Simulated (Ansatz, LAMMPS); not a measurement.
# A frame of liquid 96GeO2-4CaO (mol %) from 2500 K, run at 300 K (71 atoms): a short ab initio trajectory

Aim: follow a frame of liquid 96GeO2-4CaO (mol %) from 2500 K, run at 300 K (71 atoms) for a short time with forces from DFT, then look at structure and electrons in the last frame.

Program: Ansatz 0.2.0. Level of theory: Kohn-Sham DFT, LDA, PAW (set soft_2), plane waves. Results are calculated unless marked as measured.

## 1. The structure

The cell holds 71 atoms: 23 Ge, 1 Ca and 47 O. Cell: a = 10.367 Å, b = 10.367 Å, c = 10.367 Å, α = 90.0°, β = 90.0°, γ = 90.0°. 71 atoms (23 Ge, 1 Ca, 47 O) placed at random at 3.67 g/cm³, melted at 4000 K for 10 ps at fixed volume with the Morse and Coulomb pair potential with partial charges (Pedone, Malavasi, Menziani, Cormack and Segre, J. Phys. Chem. B 110, 11780 (2006)). Snapshot at the end of a hold of 10 ps at 2500 K and fixed volume.

What the set-up can't give: The network of bonds at the start is that of the classical potential that made the cell. The cell was made at 2500 K but the dynamics is set to 300 K: the trajectory isn't one at 2500 K. Only the Γ point is sampled, in a cell whose shortest periodic width is 10 Å.

## 2. Dynamics started at 300 K

A Langevin thermostat couples each atom to a heat bath, at the price of damped dynamics. The time step is 1.0 fs.

File input.yaml:

```yaml
crystal:
  lattice:
    - [10.367, 0.0, 0.0]
    - [0.0, 10.367, 0.0]
    - [0.0, 0.0, 10.367]
  atoms:
    - { symbol: Ge, position: [0.58961, 0.69418, 0.63574] }
    - { symbol: Ge, position: [0.50017, 0.58525, 0.3783] }
    - { symbol: Ge, position: [0.05557, 0.20063, 0.02724] }
    - { symbol: Ge, position: [0.77875, 0.08421, 0.42096] }
    [... 61 atom lines left out ...]
    - { symbol: O, position: [0.92844, 0.56502, 0.958] }
    - { symbol: O, position: [0.90769, 0.47184, 0.22055] }
    - { symbol: O, position: [0.82314, 0.71782, 0.13018] }
    - { symbol: O, position: [0.15498, 0.06585, 0.02894] }
    - { symbol: O, position: [0.06671, 0.62822, 0.69596] }
    - { symbol: O, position: [0.86853, 0.94863, 0.39238] }
kpoints:
  mp_grid: { grid: [1, 1, 1] }
hamiltonian:
  xc: lda
scf:
  occupations: { method: fixed }
output:
  forces: true
md:
  timestep: 1.0
  n_steps: 217
  ensemble: nvt_langevin
  temperature: 300
  initial_velocities: maxwell_boltzmann
  seed: 5281
```

Run with:

```console
> ansatz run input.yaml --threads 4 --pin off --max-ram 8192MiB --backend cpu --events-out ev --progress --plain --runs-dir out
```

The job ended after 29 min (4 threads of Arm Neoverse V1, shared host; peak memory 1.4 GiB).

The program notes that it switched symmetry off.

Rows from the run:

| time (fs) | T (K) | potential (meV/atom) |
| --- | --- | --- |
| 0.0 | 296 | 0.0 |
| 14.0 | 1362 | -160.2 |
| 29.0 | 1223 | -177.6 |
| 43.0 | 1047 | -179.5 |
| 58.0 | 1009 | -206.1 |
| 72.0 | 907 | -220.3 |
| 87.0 | 808 | -226.7 |
| 101.0 | 766 | -242.5 |
| 116.0 | 723 | -256.8 |
| 130.0 | 624 | -261.3 |
| 145.0 | 664 | -274.4 |
| 159.0 | 565 | -272.7 |
| 174.0 | 499 | -274.4 |
| 188.0 | 422 | -279.0 |
| 203.0 | 479 | -292.7 |
| 217.0 | 437 | -293.0 |

Mean square displacement from the first frame to the last: Ge 0.18 Å², Ca 1.0 Å², O 0.30 Å².

The mean square displacement by time lag:

| time lag (fs) | Ca (Å²) | Ge (Å²) | O (Å²) |
| --- | --- | --- | --- |
| 1.0 | 4.6e-5 | 2.7e-5 | 1.2e-4 |
| 5.0 | 0.00113 | 6.7e-4 | 0.00293 |
| 10.0 | 0.00449 | 0.00262 | 0.0110 |
| 14.0 | 0.00872 | 0.00496 | 0.0199 |
| 23.0 | 0.0229 | 0.0119 | 0.0420 |
| 28.0 | 0.0335 | 0.0164 | 0.0532 |
| 32.0 | 0.0434 | 0.0200 | 0.0616 |
| 37.0 | 0.0573 | 0.0246 | 0.0716 |
| 41.0 | 0.0698 | 0.0283 | 0.0796 |
| 46.0 | 0.0872 | 0.0329 | 0.0898 |
| 50.0 | 0.102 | 0.0364 | 0.0980 |
| 59.0 | 0.141 | 0.0442 | 0.115 |
| 64.0 | 0.164 | 0.0483 | 0.124 |
| 68.0 | 0.185 | 0.0515 | 0.130 |
| 73.0 | 0.211 | 0.0555 | 0.138 |
| 77.0 | 0.233 | 0.0585 | 0.145 |
| 82.0 | 0.262 | 0.0623 | 0.153 |
| 86.0 | 0.285 | 0.0653 | 0.160 |
| 95.0 | 0.342 | 0.0719 | 0.174 |
| 100.0 | 0.375 | 0.0753 | 0.181 |
| 104.0 | 0.403 | 0.0780 | 0.186 |
| 109.0 | 0.438 | 0.0813 | 0.192 |

Over the second half of 217 fs the temperature averages 561 K, falling from about 665 to 456 K (means over the first and last quarter of that half). From first frame to last Ca has the largest mean square displacement, 1.0 Å² at the end; the farthest move is 1.01 Å. The mean temperature of 561 K lies well off the 300 K of the input, so the thermostat hasn't yet brought the run to equilibrium. The count of bonds goes from 98 in the first frame to 98 in the last, by one set of cutoffs: 4 pairs passed out of them and 4 came within. The run spans 0.22 ps, too short for its means to be equilibrium values.

## 3. Structure statistics late in the run

The g(r) is a mean over the second half; what follows it is taken at the last frame.

Density 3.67 g/cm³, 15.69 Å³ an atom.

Mean of 14 frames. Pair distribution functions g(r), in bins of 0.2 Å:

| r (Å) | total | O-O | O-Ge | O-Ca | Ge-Ge | Ge-Ca | Ca-Ca |
| --- | --- | --- | --- | --- | --- | --- | --- |
| 1.60 | 0.82 | 0.00 | 1.90 | 0.00 | 0.00 | 0.00 | 0.00 |
| 1.80 | 4.28 | 0.00 | 9.99 | 0.00 | 0.00 | 0.00 | 0.00 |
| 2.00 | 0.18 | 0.00 | 0.41 | 0.33 | 0.00 | 0.00 | 0.00 |
| 2.20 | 0.08 | 0.02 | 0.05 | 2.80 | 0.00 | 0.00 | 0.00 |
| 2.40 | 0.15 | 0.16 | 0.07 | 2.49 | 0.00 | 0.00 | 0.00 |
| 2.60 | 0.71 | 1.47 | 0.05 | 2.35 | 0.00 | 0.00 | 0.00 |
| 2.80 | 1.66 | 3.60 | 0.12 | 0.43 | 0.06 | 1.33 | 0.00 |
| 3.00 | 1.24 | 2.25 | 0.25 | 0.59 | 1.22 | 0.95 | 0.00 |
| 3.20 | 0.72 | 0.73 | 0.22 | 0.26 | 2.72 | 1.88 | 0.00 |
| 3.40 | 0.86 | 0.69 | 0.48 | 0.06 | 3.37 | 0.00 | 0.00 |
| 3.60 | 0.66 | 0.50 | 0.91 | 0.56 | 0.26 | 1.13 | 0.00 |
| 3.80 | 0.72 | 0.42 | 1.06 | 1.50 | 0.19 | 3.14 | 0.00 |
| 4.00 | 0.88 | 0.63 | 1.27 | 0.76 | 0.32 | 0.69 | 0.00 |
| 4.20 | 1.12 | 0.71 | 1.78 | 0.65 | 0.22 | 1.41 | 0.00 |
| 4.40 | 1.29 | 0.88 | 1.88 | 0.94 | 0.65 | 0.92 | 0.00 |
| 4.60 | 1.12 | 0.89 | 1.39 | 0.92 | 1.03 | 0.66 | 0.00 |
| 4.80 | 0.99 | 0.93 | 0.97 | 2.14 | 1.17 | 0.30 | 0.00 |
| 5.00 | 1.11 | 1.40 | 0.74 | 1.25 | 1.50 | 0.28 | 0.00 |

Bonds by pair of elements; cutoffs follow the first minimum of g(r), held within bounds set by covalent radii, and pairs that aren't listed don't count as bonded:

| pair A-B | cutoff (Å) | bonds | mean length (Å) | spread (Å) | shortest (Å) | B about A | A about B |
| --- | --- | --- | --- | --- | --- | --- | --- |
| O-Ge | 2.17 | 93 | 1.76 | 0.059 | 1.63 | 1.98 | 4.04 |
| O-Ca | 2.83 | 5 | 2.37 | 0.166 | 2.14 | 0.106 | 5 |

How many atoms have how many bonded neighbours:

| element | mean | 2 | 3 | 4 | 5 |
| --- | --- | --- | --- | --- | --- |
| Ca | 5 | 0 | 0 | 0 | 1 |
| Ge | 4.04 | 0 | 0 | 22 | 1 |
| O | 2.08 | 43 | 4 | 0 | 0 |

Bond angles (no mean is given where the spread exceeds 20°):

| angle | count | mean (°) | spread (°) |
| --- | --- | --- | --- |
| O-Ge-O | 142 | 109 | 10.5 |
| Ge-O-Ge | 47 | 138 | 14.9 |
| O-Ca-O | 10 | - | - |
| Ca-O-Ge | 8 | - | - |

Oxygen atoms by the number of network formers (Si, P, Ge, B, Al, As, Ga) bound to them:

| network formers bound to O | O atoms | per cent |
| --- | --- | --- |
| 0 | 0 | 0 |
| 1 | 2 | 4.3 |
| 2 | 44 | 93.6 |
| 3 | 1 | 2.1 |

Network units: each former by its oxygen neighbours and how many of them bridge to another former:

| former | O neighbours | bridging O | atoms |
| --- | --- | --- | --- |
| Ge | 4 | 3 | 2 |
| Ge | 4 | 4 | 20 |
| Ge | 5 | 5 | 1 |

Bond length by coordination (bonds to H left out):

| element | coordination | atoms | mean bond length (Å) |
| --- | --- | --- | --- |
| Ge | 4 | 22 | 1.76 |
| Ge | 5 | 1 | 1.85 |
| O | 2 | 43 | 1.76 |
| O | 3 | 4 | 2.00 |

Rings of the network by King's shortest-path rule, up to 12 atoms, one path for each pair of neighbours; H, halogens, alkali and alkaline-earth atoms are left out, and the last column divides by all other atoms, bonded or not:

| ring size (atoms) | rings | per network atom |
| --- | --- | --- |
| 6 | 3 | 0.043 |
| 10 | 14 | 0.2 |
| 12 | 15 | 0.214 |

Counting bonds as in the table, all Ca atoms have 5, 96 % of Ge atoms have 4 and 91 % of O atoms have 2 bonded neighbours. The O-Ge-O angle averages 109° with a spread of 10°. 94 % of the oxygens bridge two formers (Ge) and 4 % are non-bridging; 2 % join three. The commonest Ge unit has 4 oxygens, 4 of them shared with other formers (20 of 23 atoms). Rings of 12 atoms are the most common (47 % of those counted); sizes run from 6 to 12, where the search stops.

## 4. Single point at the last frame

The last frame is solved again with fuller output, to read the electronic structure of a thermally displaced geometry.

File input.yaml:

```yaml
crystal:
  lattice:
    - [10.367, 0.0, 0.0]
    - [0.0, 10.367, 0.0]
    - [0.0, 0.0, 10.367]
  atoms:
    - { symbol: Ge, position: [0.60138, 0.66912, 0.60418] }
    - { symbol: Ge, position: [0.49319, 0.53364, 0.35199] }
    - { symbol: Ge, position: [0.08969, 0.18692, 0.01674] }
    - { symbol: Ge, position: [0.78557, 0.07634, 0.40908] }
    [... 61 atom lines left out ...]
    - { symbol: O, position: [0.93283, 0.55511, 0.01797] }
    - { symbol: O, position: [0.94069, 0.47024, 0.27635] }
    - { symbol: O, position: [0.81889, 0.71773, 0.21441] }
    - { symbol: O, position: [0.2122, 0.0782, 0.01575] }
    - { symbol: O, position: [0.02926, 0.64583, 0.70945] }
    - { symbol: O, position: [0.88274, 0.94455, 0.38355] }
kpoints:
  mp_grid: { grid: [1, 1, 1] }
hamiltonian:
  xc: lda
scf:
  occupations: { method: fixed }
output:
  forces: true
  stress: true
  populations: true
  dos:
    method: { smearing: { sigma: 0.08 } }
    de: 0.1
    projected: { site_lists: { Ca: [Ca], Ge: [Ge], O: [O] } }
  eigenvalues: true
  write_density: true
  write_potential: true
  volumetric_format: npy
```

It took 22 s on 4 threads; peak memory 1.4 GiB; 81 s of CPU time.

Read from the output:

```
free energy                                      : -124819.0046 eV
free energy per atom                             : -1758.0141 eV/atom
SCF cycles                                       : 11
pressure                                         : -3.418 GPa
r.m.s. force component                           : 0.9658 eV/Å
longest force                                    : 4.049 eV/Å
Fermi energy                                     : 3.417 eV
gap (highest filled to lowest empty level) : 1.369 eV
spilling of the projection                       : 0.005657
```

Neighbours are counted within 2.17 Å (O-Ge), 2.83 Å (O-Ca), the cutoffs taken from the dynamics.

Length of the force by element and coordination:

| element | coordination | atoms | mean length of the force (eV/Å) | spread | least | most |
| --- | --- | --- | --- | --- | --- | --- |
| Ca | all | 1 | 0.312 | 0 | 0.312 | 0.312 |
| Ge | all | 23 | 1.83 | 0.647 | 0.718 | 3.35 |
| Ge | 4 | 22 | 1.85 | 0.654 | 0.718 | 3.35 |
| Ge | 5 | 1 | 1.39 | 0 | 1.39 | 1.39 |
| O | all | 47 | 1.27 | 0.874 | 0.215 | 4.05 |
| O | 2 | 43 | 1.26 | 0.886 | 0.215 | 4.05 |
| O | 3 | 4 | 1.36 | 0.719 | 0.498 | 2.43 |

Löwdin charges by element and coordination (they lack the spilled electrons, 0.049 e an atom on average):

| element | coordination | atoms | mean charge (e) | spread | least | most |
| --- | --- | --- | --- | --- | --- | --- |
| Ca | all | 1 | 1.81 | 0 | 1.81 | 1.81 |
| Ge | all | 23 | 1.55 | 0.0341 | 1.47 | 1.61 |
| Ge | 4 | 22 | 1.55 | 0.0341 | 1.47 | 1.61 |
| Ge | 5 | 1 | 1.52 | 0 | 1.52 | 1.52 |
| O | all | 47 | -0.723 | 0.0381 | -0.869 | -0.666 |
| O | 2 | 43 | -0.720 | 0.0353 | -0.869 | -0.675 |
| O | 3 | 4 | -0.753 | 0.0516 | -0.797 | -0.666 |

Density of states as counts of states in windows of 1 eV (from the Fermi level), total and the larger projections:

| from (eV) | to (eV) | total | O p | Ge p | Ge s | O s |
| --- | --- | --- | --- | --- | --- | --- |
| -18 | -17 | 40.7 | 0.4 | 6.9 | 1.0 | 30.6 |
| -17 | -16 | 9.2 | 0.1 | 1.4 | 0.1 | 7.3 |
| -16 | -15 | 4.0 | 0.1 | 0.4 | 0.2 | 3.0 |
| -15 | -11 | 0.0 | 0.0 | 0.0 | 0.0 | 0.0 |
| -11 | -10 | 8.0 | 4.5 | 0.3 | 2.7 | 0.4 |
| -10 | -9 | 10.0 | 5.6 | 0.5 | 3.0 | 0.6 |
| -9 | -8 | 10.4 | 6.1 | 0.9 | 2.5 | 0.8 |
| -8 | -7 | 11.7 | 7.4 | 1.4 | 2.0 | 0.8 |
| -7 | -6 | 18.7 | 13.3 | 4.0 | 0.8 | 0.4 |
| -6 | -5 | 29.0 | 21.5 | 6.5 | 0.3 | 0.4 |
| -5 | -4 | 19.2 | 14.8 | 2.7 | 0.3 | 1.1 |
| -4 | -3 | 39.0 | 33.0 | 3.3 | 0.4 | 1.7 |
| -3 | -2 | 66.4 | 61.7 | 2.2 | 0.3 | 1.2 |
| -2 | -1 | 59.0 | 56.9 | 0.8 | 0.1 | 0.5 |
| -1 | 0 | 9.6 | 9.1 | 0.2 | 0.0 | 0.1 |
| 0 | 1 | 0.9 | 0.8 | 0.0 | 0.0 | 0.0 |
| 1 | 2 | 2.0 | 0.4 | 0.1 | 1.0 | 0.4 |
| 2 | 3 | 3.9 | 1.1 | 0.5 | 1.7 | 0.6 |
| 3 | 4 | 10.7 | 2.6 | 1.6 | 4.4 | 1.7 |
| 4 | 5 | 10.9 | 2.7 | 2.3 | 3.8 | 1.5 |

The curve was stored every 0.10 eV, coarse against its broadening of 0.08 eV, so these counts are rough.

With fixed occupations the program's Fermi level is the highest filled level; weight inside the gap is the broadening of levels at its edges.

Between -26 and -18 eV lie 276 more states.

The levels nearest the highest filled one (over half full), pooled over k-points and spins:

| level less the highest filled one (eV) | occupation |
| --- | --- |
| -1.03 | 2 |
| -0.784 | 2 |
| -0.775 | 2 |
| -0.558 | 2 |
| -0.324 | 2 |
| 0 | 2 |
| 1.37 | 0 |
| 2.74 | 0 |
| 2.90 | 0 |
| 3.23 | 0 |
| 3.34 | 0 |
| 3.50 | 0 |

Mean Löwdin charges: Ca +1.81, Ge +1.55, O -0.72 e (they miss 0.57 % of the electrons, so they add up to more than the cell's charge). The largest share in the top eV of filled states is O p (96 % of the projected weight), and in the lowest eV of empty states Ge s (53 % of the projected weight).

## 5. Outcome

```yaml
mean_temperature_second_half: 560.7 K
temperature_swing_second_half: 103.9 K
free_energy_per_atom: -1758.0141 eV/atom
pressure: -3.418 GPa
r_m_s_force_component: 0.9658 eV/Å
spacing_of_highest_filled_and_lowest_empty_level: 1.369 eV
wall_time_of_the_2_dft_runs: 29 min
```

**Reading.** Over the second half of 217 fs the temperature averages 561 K, falling from about 665 to 456 K (means over the first and last quarter of that half). The mean temperature of 561 K lies well off the 300 K of the input, so the thermostat hasn't yet brought the run to equilibrium. The count of bonds goes from 98 in the first frame to 98 in the last, by one set of cutoffs: 4 pairs passed out of them and 4 came within. The run spans 0.22 ps, too short for its means to be equilibrium values. Counting bonds as in the table, all Ca atoms have 5, 96 % of Ge atoms have 4 and 91 % of O atoms have 2 bonded neighbours. 94 % of the oxygens bridge two formers (Ge) and 4 % are non-bridging; 2 % join three.

Between filled and empty levels lie 1.37 eV (at Γ alone); a local or semilocal functional tends to put such gaps too low. In a disordered cell it changes from sample to sample and from frame to frame.

**Limits.** The starting topology of bonds comes from the classical model; in DFT 4 of its 98 bonded pairs passed out of the cutoffs and 4 came within them. The pressure of -3.4 GPa is that of one thermal frame at a volume set beforehand, without the kinetic term.

[Logs are printed without paths, hosts, clocks, repeated set-up lines and the standing remarks that a program may print on its own settings, such as how far it seeks lower states.]

[Hosts, paths, dates, database ids (printed as entryN), source tags and the programs' standing remarks are cut or masked in the printed files.]
